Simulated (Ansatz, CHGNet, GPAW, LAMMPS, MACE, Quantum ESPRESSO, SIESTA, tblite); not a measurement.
# Codes compared on glassy 61Al2O3-39P2O5 (mol %) (104 atoms)

Wanted: errors and costs of other methods on glassy 61Al2O3-39P2O5 (mol %) (104 atoms). A plane-wave run serves as the reference.

Program: Ansatz 0.2.0. Level of theory: Kohn-Sham DFT, PBE, PAW, plane waves. Results are calculated unless marked as measured.

### 1. Starting point

The cell holds 104 atoms: 22 Al, 14 P and 68 O. Its edges and angles: a = 10.928 Å, b = 10.928 Å, c = 10.928 Å, α = 90.0°, β = 90.0°, γ = 90.0°. 104 atoms (22 Al, 14 P, 68 O) placed at random at 2.66 g/cm³, melted at 4000 K for 10 ps at fixed volume with the Morse and Coulomb pair potential with partial charges (Pedone, Malavasi, Menziani, Cormack and Segre, J. Phys. Chem. B 110, 11780 (2006)). Quenched from 4000 K to 300 K at 50 K/ps and fixed volume, held 10 ps at zero pressure.

### 2. Plane-wave reference

The PAW files are the set soft_2.

The input, input.yaml:

```yaml
crystal:
  lattice:
    - [10.92802, 0.0, 0.0]
    - [0.0, 10.92802, 0.0]
    - [0.0, 0.0, 10.92802]
  atoms:
    - { symbol: Al, position: [0.18532, 0.50291, 0.35003] }
    - { symbol: Al, position: [0.85571, 0.07066, 0.49822] }
    - { symbol: Al, position: [0.4707, 0.58053, 0.27548] }
    - { symbol: Al, position: [0.36452, 0.76912, 0.05267] }
    [... 94 atom lines left out ...]
    - { symbol: O, position: [0.75716, 0.04379, 0.61297] }
    - { symbol: O, position: [0.37942, 0.57462, 0.88803] }
    - { symbol: O, position: [0.09037, 0.78739, 0.59066] }
    - { symbol: O, position: [0.87607, 0.24498, 0.48204] }
    - { symbol: O, position: [0.49381, 0.81416, 0.58807] }
    - { symbol: O, position: [0.84667, 0.65445, 0.18053] }
kpoints:
  mp_grid: { grid: [1, 1, 1] }
hamiltonian:
  xc: pbe
scf:
  occupations: { method: fermi_dirac, width: 0.05 }
output:
  forces: true
  eigenvalues: true
  populations: true
  stress: true
```

Started as:

```console
$ ansatz run input.yaml --threads 4 --pin off --max-ram 8192MiB --backend cpu --events-out ev --progress --plain --runs-dir out
```

What it wrote:

```text
[...]
Pseudopotentials: kind: paw
Pseudopotential: Al, paw, valence charge 3, recommended cutoff 420 eV (normal), Al.paw.azcp
Pseudopotential: P, paw, valence charge 5, recommended cutoff 420 eV (normal), P.paw.azcp
Pseudopotential: O, paw, valence charge 6, recommended cutoff 420 eV (normal), O.paw.azcp
[... 5 lines on functional and potentials left out ...]
Crystal: 104 atoms, lattice volume = 1305.042 Å³
Basis set: ecut = 420 eV, 25533 PW (Γ), exchange–correlation on 150×150×150 points (8 copies of the dense FFT grid, shifted against one another)
Bands: 376, of which v1, the nominal top of the filled ones, is band 272 counted from 1 (271 counted from 0)
Symmetry: 1 space group operations
Space group: P1 (ITA 1), of the structure as read, at distance tolerance 1.1e-4 Å
k-points: 1
[... 7 lines on functional and potentials left out ...]
Initial density: superposition of atomic densities (neutral atoms: chi_scale 0, normalization atom), corrected by the library's trained network
Initial wavefunctions: pseudopotential atomic-orbital guess
[...]
SCF iter   1: F=—  HF=-61076.881135 eV  |F-HF|=—  |Δ(HF+E_count)|=         —  Δρ=2.55e-3  dr2=1.05e-1  ethr=1.77e-3  ⟨swp⟩=6.0  Hψ=1843  notcnv=0  defer=91
preconditioner: auto → Resta (q_TF=auto, 2.358 Å⁻¹)  ε∞=3.2  [insulator: Δε(μ)=3.471 eV  Ē_g=16.290 eV  σ=0.050 eV  W_gap=1.00  n_scr=256 (ndim 8)  ℏωp=24.0 eV  f_vac=0.129  D(μ)=0.00/eV (n_scr^D=0)  ε∞_Penn≈3.2]
[...]
SCF iter   8: F=—  HF=-61076.882977 eV  |F-HF|=—  |Δ(HF+E_count)|=   7.83e-7  Δρ=5.95e-6  dr2=3.77e-7  ethr=3.12e-10  ⟨swp⟩=2.0  Hψ=545  notcnv=0  defer=99
SCF iter   9: F=-61076.882977 eV  HF=-61076.882977 eV  |F-HF|=1.11e-9  |Δ(HF+E_count)|=   6.39e-8  Δρ=1.90e-6  dr2=3.93e-8  ethr=1.84e-11  ⟨swp⟩=22.0  Hψ=2582  notcnv=0
SCF 1 converged in 9 iterations: F = -61076.882977 eV  dr2 = 3.93e-8
[...]
SCF converged after 9 iterations
Free energy (F): -61076.882977 eV
Harris-Foulkes:  -61076.882977 eV  (|F-HF|=1.11e-9)
Internal energy: -61076.882977 eV  (E = F + TS)
E sigma→0 (E₀):  -61076.882977 eV
Fermi energy:    5.984536 eV
--- Per-component energies (eV) ---
[...]
Σ components = -61076.882977   (vs F -61076.882977, Δ=0.00e0)
--- Forces (eV/Å), atoms counted from 1 ---
  atom   1  Al     0.32607783     0.00495909    -0.93117700
  atom   2  Al     2.32562943     0.00800107     4.05316049
  atom   3  Al     1.84024232    -0.14897968    -1.76006863
  atom   4  Al     1.09677951    -0.75178634     1.47421896
[...]
atom 104  O      1.31760401     0.58007821     0.78706164
  max |Σ_I F_I| component: 9.27e-5 eV/Å
--- Stress (GPa, compression-positive) ---
        1.682980      -0.619850      -0.759533
       -0.619848       7.798831       2.614720
       -0.759534       2.614716       4.938722
  P = ⅓ Tr σ = 4.8068 GPa (48.068 kbar)
--- Band table (eV) ---
  k-point 0: bands = ["-19.1821", "-19.0811", "-18.5712", "-18.4892", [... 360 levels ...], "14.0529", "14.1367", "14.2110", "14.2337", "14.2652", "14.3174", "14.3416", "14.3845", "14.4014", "14.5086", "14.5668", "14.5850"]
--- Löwdin populations: 104 sites ---
  site symbol       q [e]
     0     Al      1.6370
     1     Al      1.5954
     2     Al      1.6364
[...]
103      O      6.7838
  spilling = 0.013450 (of n_electrons = 544.000000)
```

Elapsed: 18 s, on 4 threads of Arm Neoverse V2, shared host; peak memory 1.6 GiB; 67 s of CPU time.

Read from the output:

* free energy: -61076.8830 eV
* free energy per atom: -587.2777 eV/atom
* SCF cycles: 9
* pressure: 4.807 GPa
* r.m.s. force component: 1.123 eV/Å
* longest force: 4.833 eV/Å
* Fermi energy: 5.985 eV
* gap (highest filled to lowest empty level): 3.341 eV
* spilling of the projection: 0.01345

Neighbours are counted within 2.19 Å (O-Al), 1.98 Å (O-P).

Length of the force by element and coordination:

```
element  coordination  atoms  mean length of the force (eV/Å)  spread  least  most
     Al           all     22                             1.82   0.941  0.428  4.67
     Al             4     19                             1.81   0.993  0.428  4.67
     Al             5      3                             1.88   0.491   1.40  2.55
      O           all     68                             1.49   0.929  0.119  4.83
      O             2     57                             1.49   0.893  0.161  4.83
      O             3     11                             1.48    1.09  0.119  4.03
      P           all     14                             2.32    1.10  0.299  4.21
```

Löwdin charges by element and coordination (they lack the spilled electrons, 0.070 e an atom on average):

```
element  coordination  atoms  mean charge (e)  spread   least    most
     Al           all     22             1.38   0.032    1.33    1.44
     Al             4     19             1.38  0.0322    1.33    1.44
     Al             5      3             1.35  0.0111    1.34    1.36
      O           all     68           -0.804  0.0498  -0.922  -0.733
      O             2     57           -0.798  0.0492  -0.922  -0.733
      O             3     11           -0.832  0.0426  -0.881  -0.761
      P           all     14             2.26  0.0221    2.23    2.29
```

The levels nearest the highest filled one (over half full), pooled over k-points and spins:

```
level less the highest filled one (eV)  occupation
                                -0.418           2
                                -0.359           2
                                -0.309           2
                                -0.218           2
                                -0.143           2
                                     0           2
                                  3.34           0
                                  4.54           0
                                  4.67           0
                                  4.91           0
                                  5.00           0
                                  5.19           0
```

### 3. Local order

Density 2.69 g/cm³, 12.55 Å³ an atom.

Pair distribution functions g(r), in bins of 0.2 Å:

```
r (Å)  total   O-O  O-Al    O-P  Al-Al  Al-P   P-P
 1.40   0.27  0.00  0.00   1.50   0.00  0.00  0.00
 1.60   2.46  0.00  1.54  11.56   0.00  0.00  0.00
 1.80   2.07  0.00  7.48   0.00   0.00  0.00  0.00
 2.00   0.23  0.00  0.83   0.00   0.00  0.00  0.00
 2.20   0.06  0.04  0.14   0.00   0.00  0.00  0.00
 2.40   0.81  1.85  0.06   0.00   0.00  0.00  0.00
 2.60   1.06  2.32  0.16   0.00   0.62  0.00  0.00
 2.80   1.02  1.90  0.35   0.00   1.91  0.42  0.00
 3.00   0.94  1.35  0.38   0.19   1.94  1.80  1.70
 3.20   0.96  0.89  0.41   0.37   2.49  4.73  1.08
 3.40   0.82  0.63  1.02   0.75   1.31  1.35  0.00
 3.60   0.99  0.73  1.32   1.59   0.34  0.40  0.00
 3.80   0.98  0.53  1.39   1.75   0.59  0.46  0.36
 4.00   1.21  0.69  1.65   2.04   0.68  0.74  1.01
 4.20   1.30  0.93  1.98   1.55   0.37  0.76  0.92
 4.40   0.98  0.75  1.15   0.98   1.44  1.31  1.67
 4.60   1.05  1.22  0.84   0.85   0.80  1.27  2.03
 4.80   1.03  1.33  0.70   0.73   1.02  1.10  1.64
 5.00   1.15  1.48  0.86   0.74   0.94  1.29  1.69
 5.20   0.98  1.20  0.71   0.69   1.44  1.19  1.00
 5.40   0.95  1.16  0.71   0.78   1.19  1.09  0.55
```

Bonds by pair of elements; cutoffs follow the first minimum of g(r), held within bounds set by covalent radii, and pairs that aren't listed don't count as bonded:

```
pair A-B  cutoff (Å)  bonds  mean length (Å)  spread (Å)  shortest (Å)  B about A  A about B
    O-Al        2.19     91             1.79       0.091          1.58       1.34       4.14
     O-P        1.98     56             1.53       0.028          1.48      0.824          4
```

How many atoms have how many bonded neighbours:

```
element  mean   2   3   4  5
     Al  4.14   0   0  19  3
      O  2.16  57  11   0  0
      P     4   0   0  14  0
```

Oxygen atoms by the number of network formers (Si, P, Ge, B, Al, As, Ga) bound to them:

```
network formers bound to O  O atoms  per cent
                         0        0         0
                         1        0         0
                         2       57      83.8
                         3       11      16.2
```

Network units: each former by its oxygen neighbours and how many of them bridge to another former:

```
former  O neighbours  bridging O  atoms
     P             4           4     14
    Al             4           4     19
    Al             5           5      3
```

Rings of the network by King's shortest-path rule, up to 12 atoms, one path for each pair of neighbours; H, halogens, alkali and alkaline-earth atoms are left out, and the last column divides by all other atoms, bonded or not:

```
ring size (atoms)  rings  per network atom
                4      3             0.029
                6      1              0.01
                8     19             0.183
               10     27              0.26
               12     28             0.269
```

### 4. The other programs

The programs:
- CHGNet: machine-learned potential, published weights.
- GPAW 26.7.0: PAW with atomic orbitals (LCAO), plane waves or a real-space grid of spacing h.
- MACE: machine-learned potential, published weights.
- Quantum ESPRESSO 7.5: plane waves; labels (QE) give functional, pseudopotential set and cutoffs of waves/density.
- SIESTA 5.4.2: numerical atomic orbitals, whose automatically made sets are far from complete, with PseudoDojo norm-conserving potentials that we converted to its format (checked against plane waves on the same files for H, C, O, Si, Ge and Ca alone); labels give functional, basis size, energy shift and mesh cutoff.
- tblite 0.8.0: extended tight binding, driven from Python.

All use the same cell and atoms; the electronic-structure runs use the same k-mesh, and an electronic temperature of 580 K (0.05 eV) where levels are smeared.

Differences are against the plane-wave reference, forces as r.m.s. over components; share is that over the reference's r.m.s. force, slope the least-squares factor from reference forces to these. Total energies of different programs have different zeros and aren't compared.

```
                                                run  Δ force, r.m.s. (meV/Å)  share (%)  slope  Δ pressure (GPa)  Δ gap (eV)  cores  CPU time  memory (GiB)
                                          reference                        -          -      -                 -           -      4      67 s           1.6
                             CHGNet 0.3.0 potential                      163       14.5  0.928            -0.786           -      1     5.1 s           1.4
                       GPAW LDA, LCAO dzp, h 0.18 Å                      310       27.6  1.110                 -      -0.230      2   2.9 min           2.0
                       GPAW PBE, LCAO dzp, h 0.18 Å                      452       40.2  1.175                 -      -0.148      2     3 min           2.0
              GPAW PBE, LCAO dzp, h 0.25 Å (coarse)                      579       51.5  1.146                 -      -0.157      1      84 s          0.82
         GPAW PBE, LCAO szp(dzp), h 0.18 Å (coarse)                      594       52.9  1.238                 -      -0.243      1     2 min           1.6
                       MACE MP-0b3 medium potential                     95.9       8.53  0.953            -0.736           -      1     9.3 s           1.2
                        MACE MPA-0 medium potential                     87.3       7.77  0.975            -0.170           -      1     9.5 s           1.2
  QE PBE, sssp-1.3.0-efficiency, 30/240 Ry (coarse)                     98.9       8.80  1.032             -36.8     -0.0571      2   5.3 min           1.5
           QE PBE, sssp-1.3.0-efficiency, 60/480 Ry                     73.1       6.51  1.031             0.713       0.008      4    18 min           4.3
SIESTA PBE, DZ, shift 0.01 Ry, mesh 500 Ry (coarse)                     1892        168  1.503              20.3      -0.372      2   2.9 min           1.6
        SIESTA PBE, DZP, shift 0.01 Ry, mesh 500 Ry                      231       20.6  1.107              3.13     -0.0316      4   7.3 min           3.0
SIESTA PBE, SZ, shift 0.02 Ry, mesh 500 Ry (coarse)                     2516        224  1.679              19.4      -0.779      1      92 s          0.92
                                    tblite GFN1-xTB                      457       40.7  0.791              7.20           -      1     6.7 s          0.14
```

Rows marked coarse were listed beforehand as settings not expected to be converged; some can still land near the reference.

Times of the machine-learned potentials are mostly Python's start and the loading of weights.

CPU time is summed over cores on a shared host, where runs went side by side, so it is rough. Symmetry, cutoffs, thresholds, outputs and thread counts weren't matched or tuned between programs; memory under MPI is the largest rank's times the ranks.

Mean charges by element (e), by run and scheme:

```
                                        run     scheme     Al      P      O
                                  reference     Löwdin  +1.38  +2.26  -0.80
SIESTA PBE, DZP, shift 0.01 Ry, mesh 500 Ry  Hirshfeld  +0.38  +0.47  -0.22
                            tblite GFN1-xTB   Mulliken  +0.63  +0.56  -0.32
```

The reference's Löwdin charges lack the electrons that the projection spills, 0.070 e an atom on average.

Within one program, basis, potentials and functional, energies share a zero. Each run against its twin at the usual cutoff or grid and solver:

```
                                     run                              twin  Δ energy (meV/atom)  Δ force, r.m.s. (meV/Å)         CPU time over the twin's
            GPAW PBE, LCAO dzp, h 0.25 Å                LCAO dzp, h 0.18 Å                  351                      407  0.47 (this twin ran on 2 cores)
QE PBE, sssp-1.3.0-efficiency, 30/240 Ry  sssp-1.3.0-efficiency, 60/480 Ry                  572                     41.9   0.3 (this twin ran on 4 cores)
```

### 5. Results

```json
{
  "reference r.m.s. force component": "1.12 eV/Å",
  "nearest in forces": "QE PBE, sssp-1.3.0-efficiency, 60/480 Ry, 6.5 %",
  "farthest in forces": "SIESTA PBE, SZ, shift 0.02 Ry, mesh 500 Ry (coarse), 224 %",
  "cheapest electronic-structure run beside the reference": "tblite GFN1-xTB, 6.7 s of CPU time"
}
```

**Reading.** PBE on plane waves or a grid with other potentials, cutoffs or grids, coarse settings apart, differs from the reference by 6.5 % (QE PBE, sssp-1.3.0-efficiency, 60/480 Ry) of the r.m.s. force; potentials, valence shells or grid differ, and the table alone doesn't part them (QE's 60 Ry are 816 eV, against the reference's 420 eV). The PBE runs in local orbitals, coarse settings apart, differ by 21 % (SIESTA PBE, DZP, shift 0.01 Ry, mesh 500 Ry) to 40 % (GPAW PBE, LCAO dzp, h 0.18 Å); basis, grid and potentials can all enter. Tight binding differs by 41 % (tblite GFN1-xTB); it is another model, with fitted parameters of its own, and the xTB methods hold dispersion. Machine-learned potentials differ by 7.8 % (MACE MPA-0 medium potential) to 15 % (CHGNet 0.3.0 potential); they were trained on other programs' data. Rows with another functional or a dispersion term differ by 28 % (GPAW LDA, LCAO dzp, h 0.18 Å), which mixes the change of model with differences of basis and potentials. Runs with settings chosen to be coarse differ by 8.8 % (QE PBE, sssp-1.3.0-efficiency, 30/240 Ry) to 224 % (SIESTA PBE, SZ, shift 0.02 Ry, mesh 500 Ry), their programs' other errors included. One electronic-structure run takes under half the reference's CPU time: tblite GFN1-xTB, at 41 % in 6.7 s against 67 s; its pressure misses by +7.2 GPa. SIESTA PBE, DZP, shift 0.01 Ry, mesh 500 Ry stiffens the forces by a factor of 1.11 while following their directions (correlation 0.988). At the same functional, gaps differ from the reference's 3.34 eV by between -0.78 and +0.01 eV. In pressure, QE PBE, sssp-1.3.0-efficiency, 30/240 Ry misses by -36.8 GPa, at the same functional; a cutoff this low leaves a large Pulay stress. Charges hang on model, scheme and program or settings: among these rows the mean for P runs from +0.47 to +2.26 e. In the reference: filled and empty levels are parted by 3.34 eV (at Γ alone); a semilocal functional tends to put such gaps too low. In a disordered cell it changes from sample to sample, and tail or defect levels can set it. In the reference: mean Löwdin charges: Al +1.38, O -0.80, P +2.26 e (they miss 1.3 % of the electrons, so they add up to more than the cell's charge). Periodic xTB results under one method name differ between programs and library versions. In our tests on small cells the SSSP efficiency potentials stood apart from two norm-conserving sets, for C–F bonds most and for P–O bonds less, so differences between them and other runs here needn't be the other run's error. Machine-learned potentials mimic data converged in k, so the reference's own k-point error enters their differences. The quench rate of 50 K/ps is many orders above laboratory rates, so the cell is likely richer in defects and strain than a real sample. The network of bonds at the start is that of the classical potential that made the cell, and needn't be the one that DFT or experiment would give. The reference's stress is far from hydrostatic: its diagonal is 1.7, 7.8, 4.9 GPa, compression counted positive. The electronic-structure runs sample only Γ, in a cell whose shortest periodic width is 11 Å.

[Also dropped from logs without a mark: logging warnings of Python, and SIESTA's first energy breakdown and zero terms.]

[Logs are printed without paths, hosts, clocks, repeated set-up lines and the standing remarks that a program may print on its own settings, such as how far it seeks lower states.]

[Hosts, paths, dates, database ids (printed as entryN), source tags and the programs' standing remarks are cut or masked in the printed files.]
